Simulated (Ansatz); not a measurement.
## Charge trapping in glassy CaAl2Si6O16 (175 atoms)

Does an extra electron or hole in glassy CaAl2Si6O16 (175 atoms) stay spread out, or do the atoms trap it?

Main program and level: Ansatz 0.2.0; Kohn-Sham DFT, PBE, PAW (set soft_2), plane waves.

## Step 1: The system as given

The cell holds 175 atoms: 14 Al, 7 Ca, 112 O and 42 Si. Its edges and angles: a = 13.220 Å, b = 13.220 Å, c = 13.220 Å, α = 90.0°, β = 90.0°, γ = 90.0°. 175 atoms (14 Al, 7 Ca, 112 O, 42 Si) placed at random at 2.61 g/cm³, melted at 4500 K for 20 ps at fixed volume with the Morse and Coulomb pair potential with partial charges (Pedone, Malavasi, Menziani, Cormack and Segre, J. Phys. Chem. B 110, 11780 (2006)). Quenched from 4500 K to 300 K at 20 K/ps and fixed volume, held 5 ps.

Limits known from the start: The quench rate of 20 K/ps is orders of magnitude faster than experiment, which tends to freeze in extra defects. The starting topology of bonds comes from the classical model, and needn't be the one that DFT or experiment would give. Only the Γ point is sampled, in a cell whose shortest periodic width is 13 Å.

## Step 2: Single point at the start

A single point comes first, to see the forces before anything moves.

File input.yaml:

```yaml
crystal:
  lattice:
    - [13.2196, 0.0, 0.0]
    - [0.0, 13.2196, 0.0]
    - [0.0, 0.0, 13.2196]
  atoms:
    - { symbol: Al, position: [0.14662, 0.13022, 0.79472] }
    - { symbol: Al, position: [0.99601, 0.28764, 0.14302] }
    - { symbol: Al, position: [0.83762, 0.1381, 0.10601] }
    - { symbol: Al, position: [0.5844, 0.58561, 0.66179] }
    - { symbol: Al, position: [0.85477, 0.77458, 0.06842] }
    - { symbol: Al, position: [0.28433, 0.19374, 0.9925] }
    - { symbol: Al, position: [0.36178, 0.0506, 0.83486] }
    - { symbol: Al, position: [0.11133, 0.37146, 0.01721] }
    - { symbol: Al, position: [0.28144, 0.84979, 0.48669] }
    - { symbol: Al, position: [0.84497, 0.95436, 0.93122] }
    - { symbol: Al, position: [0.96603, 0.47578, 0.40379] }
    - { symbol: Al, position: [0.05898, 0.69442, 0.13721] }
    - { symbol: Al, position: [0.1717, 0.14513, 0.36601] }
    - { symbol: Al, position: [0.91461, 0.4039, 0.63767] }
    - { symbol: Ca, position: [0.27249, 0.84562, 0.93968] }
    - { symbol: Ca, position: [0.78388, 0.78268, 0.55093] }
    - { symbol: Ca, position: [0.38424, 0.57833, 0.46294] }
    - { symbol: Ca, position: [0.81707, 0.73515, 0.2989] }
    - { symbol: Ca, position: [0.1393, 0.02189, 0.56934] }
    - { symbol: Ca, position: [0.48522, 0.59336, 0.00122] }
    - { symbol: Ca, position: [0.31061, 0.41556, 0.88996] }
    - { symbol: O, position: [0.40606, 0.18827, 0.552] }
    - { symbol: O, position: [0.93162, 0.50961, 0.96277] }
    - { symbol: O, position: [0.32211, 0.93783, 0.79239] }
    - { symbol: O, position: [0.54905, 0.21654, 0.21059] }
    - { symbol: O, position: [0.7128, 0.62592, 0.64495] }
    - { symbol: O, position: [0.87462, 0.2646, 0.16967] }
    - { symbol: O, position: [0.69723, 0.35477, 0.82908] }
    - { symbol: O, position: [0.68968, 0.70581, 0.42119] }
    - { symbol: O, position: [0.02935, 0.62849, 0.8224] }
    - { symbol: O, position: [0.56352, 0.08303, 0.59326] }
    - { symbol: O, position: [0.82651, 0.63872, 0.04571] }
    [... 137 atom lines left out ...]
    - { symbol: Si, position: [0.04704, 0.93063, 0.80956] }
    - { symbol: Si, position: [0.47926, 0.28412, 0.28242] }
    - { symbol: Si, position: [0.01523, 0.70472, 0.7307] }
    - { symbol: Si, position: [0.38649, 0.66472, 0.78145] }
    - { symbol: Si, position: [0.8326, 0.51525, 0.03687] }
    - { symbol: Si, position: [0.38487, 0.12779, 0.44023] }
kpoints:
  mp_grid: { grid: [1, 1, 1] }
hamiltonian:
  xc: pbe
scf:
  occupations: { method: gaussian, width: 0.05 }
output:
  forces: true
```

Run with:

```bash
> ansatz run input.yaml --threads 4 --pin off --max-ram 15872MiB --backend cpu --events-out ev --progress --plain --runs-dir out
```

Standard output:

```text
Engine: ansatz 0.2.0, aarch64-unknown-linux-gnu
Pseudopotentials: kind: paw
Pseudopotential: Al, paw, valence charge 3, recommended cutoff 420 eV (normal), Al.paw.azcp
Pseudopotential: Ca, paw, valence charge 10, recommended cutoff 420 eV (normal), Ca.paw.azcp
Pseudopotential: O, paw, valence charge 6, recommended cutoff 420 eV (normal), O.paw.azcp
Pseudopotential: Si, paw, valence charge 4, recommended cutoff 420 eV (normal), Si.paw.azcp
Functional definition: PBE
  parameter kappa = 0.804
  parameter beta = 0.066725
  exchange = pbe_x(kappa = kappa, mu = beta*pi^2/3)
  correlation = pbe_c(beta = beta)
Crystal: 175 atoms, lattice volume = 2310.229 Å³
Basis set: ecut = 420 eV, 45025 PW (Γ), exchange–correlation on 180×180×180 points (8 copies of the dense FFT grid, shifted against one another)
Bands: 651, of which v1, the nominal top of the filled ones, is band 476 counted from 1 (475 counted from 0)
Symmetry: 1 space group operations
Space group: P1 (ITA 1), of the structure as read, at distance tolerance 1.3e-4 Å
k-points: 1
Non-local potential: Al, projectors of the file, l = 0: 2, l = 1: 2, l = 2: 1
Non-local potential: Ca, projectors of the file, l = 0: 3, l = 1: 2, l = 2: 2
Non-local potential: O, projectors of the file, l = 0: 2, l = 1: 2, l = 2: 1
Non-local potential: Si, projectors of the file, l = 0: 2, l = 1: 2, l = 2: 2
PAW form: soft (Blöchl's): semilocal exchange-correlation on the pseudo side does not see the compensation charge
PAW one-centre angular grid: Al, 110 points (default); XC on 64 Gauss nodes
PAW one-centre angular grid: Ca, 110 points (default); XC on 64 Gauss nodes
PAW one-centre angular grid: O, 110 points (default); XC on 64 Gauss nodes
PAW one-centre angular grid: Si, 110 points (default); XC on 64 Gauss nodes
Initial density: superposition of atomic densities (neutral atoms: chi_scale 0, normalization atom), corrected by the library's trained network
Initial wavefunctions: pseudopotential atomic-orbital guess
Functional: x = pbe(κ = 0.804, μ = 0.219515), c = pbe(β = 0.066725)
SCF iter   1: F=—  HF=-110694.028245 eV  |F-HF|=—  |Δ(HF+E_count)|=         —  Δρ=2.15e-3  dr2=1.39e-1  ethr=1.77e-3  ⟨swp⟩=7.0  Hψ=3379  notcnv=0  defer=146
preconditioner: auto → Resta (q_TF=auto, 2.354 Å⁻¹)  ε∞=3.2  [insulator: Δε(μ)=3.333 eV  Ē_g=15.917 eV  σ=0.050 eV  W_gap=1.00  n_scr=484 (ndim 8)  ℏωp=23.7 eV  f_vac=0.135  D(μ)=0.00/eV (n_scr^D=0)  ε∞_Penn≈3.2]
SCF iter   2: F=—  HF=-110694.034597 eV  |F-HF|=—  |Δ(HF+E_count)|=   6.35e-3  Δρ=1.11e-3  dr2=3.65e-2  ethr=1.46e-5  ⟨swp⟩=2.0  Hψ=1218  notcnv=0  defer=153
SCF iter   3: F=—  HF=-110694.038514 eV  |F-HF|=—  |Δ(HF+E_count)|=   3.92e-3  Δρ=5.05e-4  dr2=9.44e-3  ethr=3.84e-6  ⟨swp⟩=2.0  Hψ=827  notcnv=0  defer=54
automatic band count: iteration 3 solves 552 bands in place of 651: the levels show a gap, and the empty bands left out lie too high to hold charge; the band table lists the bands solved (type scf.n_extra_bands for more)
SCF iter   4: F=—  HF=-110694.037575 eV  |F-HF|=—  |Δ(HF+E_count)|=   9.39e-4  Δρ=1.62e-4  dr2=7.51e-4  ethr=9.92e-7  ⟨swp⟩=2.0  Hψ=835  notcnv=0  defer=54
SCF iter   5: F=—  HF=-110694.037660 eV  |F-HF|=—  |Δ(HF+E_count)|=   8.49e-5  Δρ=1.01e-4  dr2=2.03e-4  ethr=7.89e-8  ⟨swp⟩=2.0  Hψ=862  notcnv=0  defer=54
SCF iter   6: F=—  HF=-110694.037653 eV  |F-HF|=—  |Δ(HF+E_count)|=   6.76e-6  Δρ=2.97e-5  dr2=1.93e-5  ethr=2.14e-8  ⟨swp⟩=2.0  Hψ=942  notcnv=0  defer=54
SCF iter   7: F=—  HF=-110694.038251 eV  |F-HF|=—  |Δ(HF+E_count)|=   5.98e-4  Δρ=1.25e-5  dr2=3.24e-6  ethr=2.03e-9  ⟨swp⟩=2.0  Hψ=1025  notcnv=0  defer=69
SCF iter   8: F=—  HF=-110694.038253 eV  |F-HF|=—  |Δ(HF+E_count)|=   2.12e-6  Δρ=6.30e-6  dr2=8.16e-7  ethr=3.40e-10  ⟨swp⟩=2.0  Hψ=885  notcnv=0  defer=69
SCF iter   9: F=-110694.038253 eV  HF=-110694.038253 eV  |F-HF|=2.01e-8  |Δ(HF+E_count)|=   1.83e-7  Δρ=1.79e-6  dr2=7.14e-8  ethr=1.05e-11  ⟨swp⟩=3.0  Hψ=1949  notcnv=0
SCF 1 converged in 9 iterations: F = -110694.038253 eV  dr2 = 7.14e-8
  greatest PAW one-centre occupation: 0.995 electrons in one spin orbital (limit 2), on the Ca atom at site 19 (counted from 0), in its partial waves of l = 0
SCF converged after 9 iterations
Free energy (F): -110694.038253 eV
Harris-Foulkes:  -110694.038253 eV  (|F-HF|=2.01e-8)
Internal energy: -110694.038253 eV  (E = F + TS)
E sigma→0 (E₀):  -110694.038253 eV
Fermi energy:    5.952244 eV
--- Per-component energies (eV) ---
  E_band       = -4485.179372
  E_kinetic    = 24234.039187
  E_local      = -62755.805738  (includes V_loc(G=0)·N_el)
  E_nonlocal   = 6992.368089
  E_hartree    = 23024.303077
  E_xc         = -12208.199324
  E_vxc        = -14257.018940  (∫ρ·V_xc dr)
  E_paw        = -51915.832424  (= ΣΔE_a)
  E_vpaw       = -4747.659167  (= ΣTr[D̂ρ^β])
  E_aug_tail   = 0.287278  (compensation charges beyond the density's cutoff)
  E_ewald      = -38065.198399
  E_smearing   = -0.000000  (= −TS)
  E_closure    = -0.000000  (closes the sum)
  Σ components = -110694.038253   (vs F -110694.038253, Δ=0.00e0)
--- Forces (eV/Å), atoms counted from 1 ---
  atom   1  Al    -0.54741161     1.38550680    -0.90631267
  atom   2  Al     1.53152129     0.54242532     1.07970876
  atom   3  Al    -1.77575845     0.95981662     1.68948436
  atom   4  Al     0.55762314    -1.12710355    -0.82426293
  atom   5  Al    -0.96271589    -2.03006248    -0.86482442
  atom   6  Al    -1.13840284    -0.26489745    -0.39001801
  atom   7  Al     1.09947194     1.53081200     0.93978578
  atom   8  Al    -0.59783484     1.13884900    -0.68350479
  atom   9  Al     0.85633010    -0.74108591    -1.79952910
  atom  10  Al    -0.36529614    -1.51026010    -0.50196569
  atom  11  Al     0.12140768    -0.88062675    -0.31199798
  atom  12  Al    -1.61140600    -1.23786794    -0.43507220
  atom  13  Al     0.74585714     1.59373061     1.27518821
  atom  14  Al    -2.24377055     1.92766537     0.15665266
[...]
atom 174  Si     2.37809873     4.15252470     0.22646691
  atom 175  Si     1.43217111     2.54922741     1.67449849
  max |Σ_I F_I| component: 7.42e-5 eV/Å
```

Wall time 44 s (4 threads of Arm Neoverse V2, shared host); peak memory 3.7 GiB; 2.7 min of CPU time.

In the SCF lines HF is the Harris–Foulkes energy and dr2 the Hartree energy of the density residual, in eV; the loop may stop once dr2 is under the threshold and the program's other checks hold. Hψ counts applications of the Hamiltonian.

The r.m.s. force at the start is 1.3 eV/Å.

## Step 3: Relaxation

With the cell held, the atoms are moved downhill towards a nearby minimum.

File input.yaml:

```yaml
crystal:
  lattice:
    - [13.2196, 0.0, 0.0]
    - [0.0, 13.2196, 0.0]
    - [0.0, 0.0, 13.2196]
  atoms:
    [... the 175 atom lines of step 2 ...]
kpoints:
  mp_grid: { grid: [1, 1, 1] }
hamiltonian:
  xc: pbe
scf:
  occupations: { method: gaussian, width: 0.05 }
output:
  forces: true
relax:
  f_tol: 0.05
  max_steps: 120
```

Standard output:

```text
[...]
Crystal: 175 atoms, lattice volume = 2310.229 Å³
Basis set: ecut = 420 eV, 45025 PW (Γ), exchange–correlation on 180×180×180 points (8 copies of the dense FFT grid, shifted against one another)
Bands: 651, of which v1, the nominal top of the filled ones, is band 476 counted from 1 (475 counted from 0)
Symmetry: 1 space group operations
[...]
k-points: 1
[...]
SCF iter   1: F=—  HF=-110694.028244 eV  |F-HF|=—  |Δ(HF+E_count)|=         —  Δρ=2.15e-3  dr2=1.39e-1  ethr=1.77e-3  ⟨swp⟩=7.0  Hψ=3379  notcnv=0  defer=146
[...]
SCF iter   5: F=—  HF=-110694.038246 eV  |F-HF|=—  |Δ(HF+E_count)|=   8.05e-5  Δρ=1.01e-4  dr2=2.03e-4  ethr=7.88e-8  ⟨swp⟩=2.0  Hψ=1003  notcnv=0  defer=168
SCF iter   6: F=-110694.038245 eV  HF=-110694.038246 eV  |F-HF|=1.34e-6  |Δ(HF+E_count)|=   1.64e-7  Δρ=2.98e-5  dr2=1.95e-5  ethr=6.57e-9  ⟨swp⟩=2.0  Hψ=2066  notcnv=0
SCF 1 converged in 6 iterations: F = -110694.038245 eV  dr2 = 1.95e-5
[...]
relax step   1: F+E_penalty+E_count = -110694.03824494 eV  Δ(F+E_penalty+E_count) = +0.000e0 eV  max|allowed force component| = 4.981e0 eV/Å  Δτ_max = 0.0000 Å  (6 SCF iters, dr2 threshold 6.25e-5 eV, accepted)
[...]
relax step   2: F+E_penalty+E_count = -110700.70952546 eV  Δ(F+E_penalty+E_count) = -6.671e0 eV  max|allowed force component| = 2.896e0 eV/Å  Δτ_max = 0.1979 Å  (7 SCF iters, dr2 threshold 1.00e-4 eV, accepted)
[...]
relax step   3: F+E_penalty+E_count = -110705.33041708 eV  Δ(F+E_penalty+E_count) = -4.621e0 eV  max|allowed force component| = 8.205e-1 eV/Å  Δτ_max = 0.1644 Å  (7 SCF iters, dr2 threshold 1.00e-4 eV, accepted)
relax step   4: F+E_penalty+E_count = -110706.42629473 eV  Δ(F+E_penalty+E_count) = -1.096e0 eV  max|allowed force component| = 4.605e-1 eV/Å  Δτ_max = 0.2000 Å  (7 SCF iters, dr2 threshold 5.40e-5 eV, accepted)
relax step   5: F+E_penalty+E_count = -110706.79879895 eV  Δ(F+E_penalty+E_count) = -3.725e-1 eV  max|allowed force component| = 3.628e-1 eV/Å  Δτ_max = 0.2000 Å  (7 SCF iters, dr2 threshold 1.70e-5 eV, accepted)
relax step   6: F+E_penalty+E_count = -110706.86999286 eV  Δ(F+E_penalty+E_count) = -7.119e-2 eV  max|allowed force component| = 1.863e-1 eV/Å  Δτ_max = 0.0442 Å  (5 SCF iters, dr2 threshold 4.15e-5 eV, accepted)
relax step   7: F+E_penalty+E_count = -110706.92299682 eV  Δ(F+E_penalty+E_count) = -5.300e-2 eV  max|allowed force component| = 1.633e-1 eV/Å  Δτ_max = 0.2000 Å  (7 SCF iters, dr2 threshold 9.15e-6 eV, accepted)
relax step   8: F+E_penalty+E_count = -110706.89486284 eV  Δ(F+E_penalty+E_count) = +2.813e-2 eV  max|allowed force component| = 3.037e-1 eV/Å  Δτ_max = 0.2000 Å  (7 SCF iters, dr2 threshold 7.03e-6 eV, rejected (line search))
relax step   9: F+E_penalty+E_count = -110706.97284948 eV  Δ(F+E_penalty+E_count) = -4.985e-2 eV  max|allowed force component| = 6.377e-2 eV/Å  Δτ_max = 0.1000 Å  (9 SCF iters, accepted)
relax step  10: F+E_penalty+E_count = -110706.98909138 eV  Δ(F+E_penalty+E_count) = -1.624e-2 eV  max|allowed force component| = 7.015e-2 eV/Å  Δτ_max = 0.1000 Å  (9 SCF iters, accepted)
relax step  11: F+E_penalty+E_count = -110706.98962930 eV  Δ(F+E_penalty+E_count) = -5.379e-4 eV  max|allowed force component| = 1.518e-1 eV/Å  Δτ_max = 0.1500 Å  (9 SCF iters, accepted)
relax step  12: F+E_penalty+E_count = -110706.97833281 eV  Δ(F+E_penalty+E_count) = +1.130e-2 eV  max|allowed force component| = 1.876e-1 eV/Å  Δτ_max = 0.1023 Å  (7 SCF iters, dr2 threshold 2.31e-5 eV, rejected (line search))
relax step  13: F+E_penalty+E_count = -110707.00743254 eV  Δ(F+E_penalty+E_count) = -1.780e-2 eV  max|allowed force component| = 6.207e-2 eV/Å  Δτ_max = 0.0512 Å  (9 SCF iters, accepted)
relax step  14: F+E_penalty+E_count = -110707.01124476 eV  Δ(F+E_penalty+E_count) = -3.812e-3 eV  max|allowed force component| = 1.722e-2 eV/Å  Δτ_max = 0.0311 Å  (8 SCF iters, accepted)
relax step  15: F+E_penalty+E_count = -110707.00990946 eV  Δ(F+E_penalty+E_count) = +1.335e-3 eV  max|allowed force component| = 8.824e-2 eV/Å  Δτ_max = 0.0501 Å  (8 SCF iters, rejected (line search))
[...]
relax step  16: F+E_penalty+E_count = -110707.00997751 eV  Δ(F+E_penalty+E_count) = +1.267e-3 eV  max|allowed force component| = 3.453e-2 eV/Å  Δτ_max = 0.0132 Å  (8 SCF iters, accepted)
SCF converged after 8 iterations
Free energy (F): -110707.009978 eV
[...]
Internal energy: -110707.009978 eV  (E = F + TS)
E sigma→0 (E₀):  -110707.009978 eV
Fermi energy:    5.878373 eV
[...]
Σ components = -110707.009978   (vs F -110707.009978, Δ=0.00e0)
--- Forces (eV/Å), atoms counted from 1 ---
  atom   1  Al    -0.00279492     0.00749381    -0.01052460
  atom   2  Al     0.00017015     0.00914996    -0.00441451
  atom   3  Al    -0.00043980    -0.02842952    -0.01010097
  atom   4  Al     0.00742838     0.00791074    -0.00498518
[...]
atom 175  Si    -0.00693175    -0.00404230    -0.00239142
  max |Σ_I F_I| component: 1.67e-4 eV/Å
--- Relaxed structure (16 steps of the walk, 13 accepted, 0 SCFs on fresh bases) ---
  F+E_penalty+E_count = -110707.00997751 eV   max|allowed force component| = 3.453e-2 eV/Å
  atoms:
    - { symbol: Al, position: [0.140769, 0.134971, 0.793907] }
    - { symbol: Al, position: [0.999402, 0.300745, 0.164987] }
    - { symbol: Al, position: [0.824580, 0.141249, 0.114282] }
    - { symbol: Al, position: [0.586536, 0.586685, 0.655320] }
[...]
- { symbol: Si, position: [0.381720, 0.126680, 0.439953] }
```

Wall time 9 min (4 threads); peak memory 3.7 GiB; 35 min of CPU time.

The relaxation converged after 16 steps, 13.0 eV below its start, with a largest force component of 0.035 eV/Å.

[end of part 1 of 4]

[Long decimals in the printed logs are rounded to 6 places.]

[Logs are printed without paths, hosts, clocks, repeated set-up lines and the standing remarks that a program may print on its own settings, such as how far it seeks lower states.]

[Hosts, paths, dates, database ids (printed as entryN), source tags and the programs' standing remarks are cut or masked in the printed files.]
